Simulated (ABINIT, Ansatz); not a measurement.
# KNaMg2F6 (P4/mmm): bands and cutoff in G0W0 with ABINIT

Wanted: a converged G0W0 gap of KNaMg2F6 (P4/mmm), or an estimate of the limit.

Method: LDA and many-body steps on it, plane waves, in ABINIT 10.8.3.

**1. Starting point**

It takes space group P4/mmm (No. 123, tetragonal). The conventional cell has a = 4.008 Å, b = 4.008 Å, c = 7.995 Å, α = 90.00°, β = 90.00°, γ = 90.00°. Nearest to K lie 12 F at 2.83 to 2.87 Å. Nearest to Na lie 12 F at 2.79 to 2.83 Å. Nearest to Mg lie 6 F at 1.97 to 2.03 Å. F has 2 Mg at 2.00 Å and 2 Na at 2.79 Å and 2 K at 2.87 Å nearest. F has 2 Mg at 1.97 Å and 4 Na at 2.83 Å nearest. Nearest to F lie 2 Mg at 2.03 Å and 4 K at 2.83 Å. Farther neighbours and most contacts between anions are not listed.

The cell and positions are those that the Materials Project relaxed with its own functionals (PBE, PBE+U or r2SCAN), kept fixed.

**2. Empty states on the mesh, 2×2×1 mesh, 272 bands**

This step: ABINIT 10.8.3; DFT, LDA, plane waves, norm-conserving pseudopotentials.

The sums over transitions need many empty states on a uniform mesh; this step solves for them.

run.abi reads:

```
acell 3*1.0 Angstrom
rprim 
  4.007581000000 0.000000000000 0.000000000000
  0.000000000000 4.007581000000 0.000000000000
  0.000000000000 0.000000000000 7.994870000000
ntypat 4
znucl 19 11 12 9
natom 10
typat 1 2 3 3 4 4 4 4 4 4
xred 
  0.500000000000 0.500000000000 0.500000000000
  0.500000000000 0.500000000000 0.000000000000
  0.000000000000 0.000000000000 0.246633000000
  0.000000000000 0.000000000000 0.753367000000
  0.500000000000 0.000000000000 0.243520000000
  0.500000000000 0.000000000000 0.756480000000
  0.000000000000 0.500000000000 0.756480000000
  0.000000000000 0.500000000000 0.243520000000
  0.000000000000 0.000000000000 0.000000000000
  0.000000000000 0.000000000000 0.500000000000
pp_dirpath "pseudos"
pseudos "K.upf, Na.upf, Mg.upf, F.upf"
ecut 38
ngkpt 2 2 1
nshiftk 1
shiftk 0 0 0
kptopt 1
chksymbreak 0
iscf -2
irdden 1
istwfk *1
nband 272
nbdbuf 24
tolwfr 1e-09
nstep 60
prtvol 0
indata_prefix "in"
outdata_prefix "out"
tmpdata_prefix "tmp"
```

Started as:

```console
$ OMP_NUM_THREADS=1 mpirun -n 3 abinit run.abi > log
```

Numbers of over 12 decimals in the logs are rounded to 6 here.

Output:

```text
.Version 10.8.3 of ABINIT. v10.8.2 released Aug 2026.

 Symmetries : space group P4/m m m (#123); Bravais tP (primitive tetrag.)
[... echo of the input left out ...]
== DATASET  1 ==================================================================
-   mpi_nproc: 3, omp_nthreads: 1 (-1 if OMP is not activated)

--- !DatasetInfo
iteration_state: {dtset: 1, }
dimensions: {natom: 10, nkpt: 3, mband: 272, nsppol: 1, nspinor: 1, nspden: 1, mpw: 9813, }
cutoff_energies: {ecut:  38.0, pawecutdg:  -1.0, }
[...]
2.95115    2.95115    2.95389    2.96403    2.96549    2.96653    2.97185    3.00232
   3.02092    3.03162    3.03179    3.05187    3.05221    3.05429    3.05581    3.08232
 prteigrs : prtvol=0 or 1, do not print more k-points.

== END DATASET(S) ==============================================================
================================================================================

 -outvars: echo values of variables after computation  --------
            nband         272
             nkpt           3
          spgroup         123
 [... the other variables as echoed above ...]

 Calculation completed.
```

The job ended after 2.1 min (3 MPI ranks of AMD EPYC 9R45, shared host; peak memory 0.4 GiB; 6.3 min of CPU time).

Numbers from this step:

```yaml
gap: 6.084 eV
k_of_the_valence_top: 0.5, 0.5, 0
k_of_the_conduction_bottom: 0, 0, 0
least_direct_gap: 6.484 eV
k_points_computed: 3
lowest_point_of_the_top_converged_band_above_the_valence_top: 76.4975 eV
```

On this mesh the gap is 6.084 eV.

The density comes from a self-consistent run that is not shown.

**3. Screening, 2×2×1 mesh, 66 bands, screening to 62.6 eV**

The RPA dielectric matrix is built and inverted for each q.

This step: RPA screening on LDA, plane waves, norm-conserving pseudopotentials.

run.abi, as its differences from that of step 2:

```diff
@@ -28,10 +28,11 @@
 chksymbreak 0
-iscf -2
-irdden 1
 istwfk *1
-nband 272
-nbdbuf 24
-tolwfr 1e-09
-nstep 60
-prtvol 0
+occopt 1
+irdwfk 1
+optdriver 3
+nband 66
+ecuteps 2.3
+inclvkb 2
+awtr 1
+symchi 1
 indata_prefix "in"
```

Started as:

```console
$ OMP_NUM_THREADS=1 mpirun -n 4 abinit run.abi > log
```

Output:

```text
.Version 10.8.3 of ABINIT. v10.8.2 released Aug 2026.

 Symmetries : space group P4/m m m (#123); Bravais tP (primitive tetrag.)
[... echo of the input left out ...]
== DATASET  1 ==================================================================
-   mpi_nproc: 4, omp_nthreads: 1 (-1 if OMP is not activated)

--- !DatasetInfo
iteration_state: {dtset: 1, }
dimensions: {natom: 10, nkpt: 3, mband: 66, nsppol: 1, nspinor: 1, nspden: 1, mpw: 9813, }
cutoff_energies: {ecut:  38.0, pawecutdg:  -1.0, }
electrons: {nelect:   8.00000000E+01, charge:   0.00000000E+00, occopt:   1.00000000E+00, tsmear:   1.00000000E-02, }

 SCREENING: Calculation of the susceptibility and dielectric matrices

 Based on a program developped by R.W. Godby, V. Olevano, G. Onida, and L. Reining.
 Incorporated in ABINIT by V. Olevano, G.-M. Rignanese, and M. Torrent.
.Using double precision arithmetic ; gwpc =  8

[... cell and pseudopotentials left out ...]
--------------------------------------------------------------------------------

 ==== K-mesh for the wavefunctions ====
 Number of points in the irreducible wedge :     3
[... list of points left out ...]
 Together with 16 symmetry operations and time-reversal symmetry
 yields     4 points in the full Brillouin Zone.

 ==== Q-mesh for the screening function ====
 Number of points in the irreducible wedge :     3
[... list of points left out ...]
 Together with 16 symmetry operations and time-reversal symmetry
 yields     4 points in the full Brillouin Zone.

 setmesh: FFT mesh size selected  =    27x   27x   54
          total number of points  =        39366

 vcoul_init : cutoff-mode = AUXILIARY_FUNCTION
 q-points for optical limit:   1
     1)      0.000010    0.000020    0.000030

- screening: taking advantage of time-reversal symmetry
- Maximum band index for partially occupied states nbvw = 40
- Remaining bands to be divided among processors   nbcw = 26
- Number of bands treated by each node ~6

 Number of electrons calculated from density =   80.0000; Expected =   80.0000
 average of density, n =  0.092325
 r_s =    1.3726
 omega_plasma =   29.3099 [eV]

 calculating chi0 at frequencies [eV] :
  1    0.000000E+00    0.000000E+00
  2    0.000000E+00    2.930990E+01

--------------------------------------------------------------------------------
  q-point number  1        q = ( 0.000000, 0.000000, 0.000000) [r.l.u.]
--------------------------------------------------------------------------------
[... chi0 elements left out ...]
 For q-point:  0.000010 0.000020 0.000030
  dielectric constant =   1.8672
  dielectric constant without local fields =   1.9309

  Average fulfillment of the sum rule on Im[epsilon] for q-point    1 :     15.42  [%]
[... wings left out ...]
  q-point number  2        q = ( 0.500000, 0.000000, 0.000000) [r.l.u.]
--------------------------------------------------------------------------------
[... chi0 elements left out ...]
  Average fulfillment of the sum rule on Im[epsilon] for q-point    2 :     16.38  [%]

 [... 1 further q-points ...]
```

Elapsed: 9.2 s, on 4 MPI ranks; peak memory 1.1 GiB; 36 s of CPU time.

Numbers from this step:

```
ε∞ with local fields, on this mesh, along the program's q direction : 1.867
the same without local fields                                       : 1.931
plasma frequency                                                    : 29.31 eV
plane waves in the screening matrix                                 : 151
```

Local fields lower ε∞ by 3 %. On a Γ-centred mesh this coarse the value itself is usually too large, while a short band sum pulls it down.

**4. 66 bands, 62.6 eV**

The self-energy is evaluated for the states that the input lists, and the levels follow from it, in one-shot runs by the linearised quasiparticle equation.

This step: G0W0 on LDA, plane waves, norm-conserving pseudopotentials.

run.abi, as its differences from that of step 3:

```diff
@@ -31,8 +31,17 @@
 irdwfk 1
-optdriver 3
+optdriver 4
 nband 66
+gwcalctyp 0
+ecutsigx 38
+symsigma 1
+nkptgw 2
+kptgw 
+  0.5000000000 0.5000000000 0.0000000000
+  0.0000000000 0.0000000000 0.0000000000
+bdgw 
+  39 42
+  38 42
 ecuteps 2.3
-inclvkb 2
-awtr 1
-symchi 1
+irdscr 1
+ppmodel 1
 indata_prefix "in"
```

Output:

```text
.Version 10.8.3 of ABINIT. v10.8.2 released Aug 2026.

 Symmetries : space group P4/m m m (#123); Bravais tP (primitive tetrag.)
[... echo of the input left out ...]
== DATASET  1 ==================================================================
-   mpi_nproc: 4, omp_nthreads: 1 (-1 if OMP is not activated)

--- !DatasetInfo
iteration_state: {dtset: 1, }
dimensions: {natom: 10, nkpt: 3, mband: 66, nsppol: 1, nspinor: 1, nspden: 1, mpw: 9813, }
cutoff_energies: {ecut:  38.0, pawecutdg:  -1.0, }
electrons: {nelect:   8.00000000E+01, charge:   0.00000000E+00, occopt:   1.00000000E+00, tsmear:   1.00000000E-02, }

 SIGMA: Calculation of the GW corrections

 Based on a program developped by R.W. Godby, V. Olevano, G. Onida, and L. Reining.
 Incorporated in ABINIT by V. Olevano, G.-M. Rignanese, and M. Torrent.
.Using double precision arithmetic ; gwpc =  8

[... cell and pseudopotentials left out ...]
--------------------------------------------------------------------------------

 ==== K-mesh for the wavefunctions ====
 Number of points in the irreducible wedge :     3
[... list of points left out ...]
 Together with 16 symmetry operations and time-reversal symmetry
 yields     4 points in the full Brillouin Zone.

 ==== Q-mesh for screening function ====
 Number of points in the irreducible wedge :     3
[... list of points left out ...]
 Together with 16 symmetry operations and time-reversal symmetry
 yields     4 points in the full Brillouin Zone.

 vcoul_init : cutoff-mode = AUXILIARY_FUNCTION
 q-points for optical limit:   1
     1)      0.000010    0.000020    0.000030
 setmesh: FFT mesh size selected  =    45x   45x   90
          total number of points  =       182250

 Number of electrons calculated from density =   80.0000; Expected =   80.0000
 average of density, n =  0.092325
 r_s =    1.3726
 omega_plasma =   29.3099 [eV]

 === KS Band Gaps ===
  >>>> For spin  1
   Minimum direct gap =   6.4844 [eV], located at k-point      :   0.0000  0.0000  0.0000
   Fundamental gap    =   6.0840 [eV], Top of valence bands at :   0.5000  0.5000  0.0000
                                       Bottom of conduction at :   0.0000  0.0000  0.0000
 SIGMA fundamental parameters:
 PLASMON POLE MODEL  1
 number of plane-waves for SigmaX                 9813
 number of plane-waves for SigmaC and W            151
 number of plane-waves for wavefunctions          9813
 number of bands                                    66
 number of independent spin polarizations            1
 number of spinorial components                      1
 number of k-points in IBZ                           3
 number of q-points in IBZ                           3
 number of symmetry operations                      16
 number of k-points in BZ                            4
 number of q-points in BZ                            4
 number of frequencies for dSigma/dE                 9
 frequency step for dSigma/dE [eV]                0.25
 number of omega for Sigma on real axis              0
 max omega for Sigma on real axis  [eV]           0.00
 zcut for avoiding poles [eV]                     0.10

 EPSILON^-1 parameters (SCR file):
 dimension of the eps^-1 matrix on file            151
 dimension of the eps^-1 matrix used               151
 number of plane-waves for wavefunctions          9813
 number of bands                                    66
 number of q-points in IBZ                           3
 number of frequencies                               2
 number of real frequencies                          1
 number of imag frequencies                          1

 matrix elements of self-energy operator (all in [eV])

 Perturbative Calculation

--- !SelfEnergy_ee
iteration_state: {dtset: 1, }
kpoint     : [   0.500,    0.500,    0.000, ]
spin       : 1
KS_gap     :   10.008
QP_gap     :   15.829
Delta_QP_KS:    5.820
data: !SigmaeeData |
     Band     E0 <VxcDFT>   SigX SigC(E0)      Z dSigC/dE  Sig(E)    E-E0       E
       39  -0.513 -22.622 -30.503   4.565   0.816  -0.225 -25.328  -2.706  -3.219
       40  -0.513 -22.622 -30.503   4.565   0.816  -0.225 -25.328  -2.706  -3.219
       41   9.495 -10.624  -5.280  -1.872   0.897  -0.115  -7.510   3.114  12.609
       42   9.638 -12.518  -6.401  -1.913   0.894  -0.118  -8.757   3.760  13.398

--- !SelfEnergy_ee
iteration_state: {dtset: 1, }
kpoint     : [   0.000,    0.000,    0.000, ]
spin       : 1
KS_gap     :    6.484
QP_gap     :   11.941
Delta_QP_KS:    5.457
data: !SigmaeeData |
     Band     E0 <VxcDFT>   SigX SigC(E0)      Z dSigC/dE  Sig(E)    E-E0       E
       38  -0.915 -22.366 -30.185   4.547   0.817  -0.225 -25.037  -2.672  -3.587
       39  -0.913 -22.367 -30.182   4.515   0.818  -0.223 -25.066  -2.699  -3.613
       40  -0.913 -22.367 -30.182   4.515   0.818  -0.223 -25.066  -2.699  -3.613
       41   5.571 -10.642  -5.593  -1.986   0.900  -0.111  -7.885   2.757   8.328
       42   8.512 -12.317  -6.986  -1.844   0.891  -0.123  -9.211   3.105  11.618

== END DATASET(S) ==============================================================
================================================================================

 -outvars: echo values of variables after computation  --------
           etotal      0.0000000000E+00
            nband          66
             nkpt           3
          spgroup         123
 [... the other variables as echoed above ...]

 Calculation completed.
```

It took 4.9 s on 4 MPI ranks; peak memory 0.26 GiB.

Numbers from this step:

| Property | Result |
| --- | --- |
| G0W0 gap on the points computed | 11.55 eV |
| starting gap on the mesh | 6.084 eV |
| k of the valence top | 0.5, 0.5, 0 |
| k of the conduction bottom | 0, 0, 0 |
| Z at the valence top | 0.816 |
| Z at the conduction bottom | 0.9 |
| least direct G0W0 gap on the computed points | 11.91 eV |

The gap on the mesh goes from 6.08 eV to 11.55 eV, a correction of +5.46 eV.

**5. Screening, 2×2×1 mesh, 125 bands, screening to 114.3 eV**

This step: RPA screening on LDA, plane waves, norm-conserving pseudopotentials.

run.abi, as its differences from that of step 4:

```diff
@@ -31,17 +31,8 @@
 irdwfk 1
-optdriver 4
-nband 66
-gwcalctyp 0
-ecutsigx 38
-symsigma 1
-nkptgw 2
-kptgw 
-  0.5000000000 0.5000000000 0.0000000000
-  0.0000000000 0.0000000000 0.0000000000
-bdgw 
-  39 42
-  38 42
-ecuteps 2.3
-irdscr 1
-ppmodel 1
+optdriver 3
+nband 125
+ecuteps 4.2
+inclvkb 2
+awtr 1
+symchi 1
 indata_prefix "in"
```

Output:

```text
.Version 10.8.3 of ABINIT. v10.8.2 released Aug 2026.

 Symmetries : space group P4/m m m (#123); Bravais tP (primitive tetrag.)
[... echo of the input left out ...]
== DATASET  1 ==================================================================
-   mpi_nproc: 4, omp_nthreads: 1 (-1 if OMP is not activated)

--- !DatasetInfo
iteration_state: {dtset: 1, }
dimensions: {natom: 10, nkpt: 3, mband: 125, nsppol: 1, nspinor: 1, nspden: 1, mpw: 9813, }
cutoff_energies: {ecut:  38.0, pawecutdg:  -1.0, }
electrons: {nelect:   8.00000000E+01, charge:   0.00000000E+00, occopt:   1.00000000E+00, tsmear:   1.00000000E-02, }

 SCREENING: Calculation of the susceptibility and dielectric matrices

 Based on a program developped by R.W. Godby, V. Olevano, G. Onida, and L. Reining.
 Incorporated in ABINIT by V. Olevano, G.-M. Rignanese, and M. Torrent.
.Using double precision arithmetic ; gwpc =  8

[... cell and pseudopotentials left out ...]
--------------------------------------------------------------------------------

 ==== K-mesh for the wavefunctions ====
 Number of points in the irreducible wedge :     3
[... list of points left out ...]
 Together with 16 symmetry operations and time-reversal symmetry
 yields     4 points in the full Brillouin Zone.

 ==== Q-mesh for the screening function ====
 Number of points in the irreducible wedge :     3
[... list of points left out ...]
 Together with 16 symmetry operations and time-reversal symmetry
 yields     4 points in the full Brillouin Zone.

 setmesh: FFT mesh size selected  =    27x   27x   60
          total number of points  =        43740

 vcoul_init : cutoff-mode = AUXILIARY_FUNCTION
 q-points for optical limit:   1
     1)      0.000010    0.000020    0.000030

- screening: taking advantage of time-reversal symmetry
- Maximum band index for partially occupied states nbvw = 40
- Remaining bands to be divided among processors   nbcw = 85
- Number of bands treated by each node ~21

 Number of electrons calculated from density =   80.0000; Expected =   80.0000
 average of density, n =  0.092325
 r_s =    1.3726
 omega_plasma =   29.3099 [eV]

 calculating chi0 at frequencies [eV] :
  1    0.000000E+00    0.000000E+00
  2    0.000000E+00    2.930990E+01

--------------------------------------------------------------------------------
  q-point number  1        q = ( 0.000000, 0.000000, 0.000000) [r.l.u.]
--------------------------------------------------------------------------------
[... chi0 elements left out ...]
 For q-point:  0.000010 0.000020 0.000030
  dielectric constant =   1.9855
  dielectric constant without local fields =   2.0976

  Average fulfillment of the sum rule on Im[epsilon] for q-point    1 :     33.79  [%]
[... wings left out ...]
  q-point number  2        q = ( 0.500000, 0.000000, 0.000000) [r.l.u.]
--------------------------------------------------------------------------------
[... chi0 elements left out ...]
  Average fulfillment of the sum rule on Im[epsilon] for q-point    2 :     35.70  [%]

 [... 1 further q-points ...]
```

Wall time 20 s (4 MPI ranks); peak memory 1.3 GiB; 79 s of CPU time.

This step gave:

```
ε∞ with local fields, on this mesh, along the program's q direction : 1.986
the same without local fields                                       : 2.098
plasma frequency                                                    : 29.31 eV
plane waves in the screening matrix                                 : 353
```

(Part 1 of 2 ends here.)

[Paths, hosts, dates, memory and timing lines, banners, echoed tables and standing remarks are left out of the program output.]

[Logs are printed without paths, hosts, clocks, repeated set-up lines and the standing remarks that a program may print on its own settings, such as how far it seeks lower states.]

[Runs of the session that timed out or met a known fault of the program may be left out.]

[No measured gap is set beside runs whose start may be inverted or whose files or cutoffs have a known fault.]

[Hosts, paths, dates, database ids (printed as entryN), source tags and the programs' standing remarks are cut or masked in the printed files.]

[G0W0 gaps are taken among the corrected bands and points alone; a level outside them can change the order at an edge.]

[Where Ansatz stands beside ABINIT at settings called matched, ABINIT's density can come from a denser mesh and the files from another edition; pairs whose starting gaps differed by over 0.03 eV were left out, so agreement reads better than it is.]
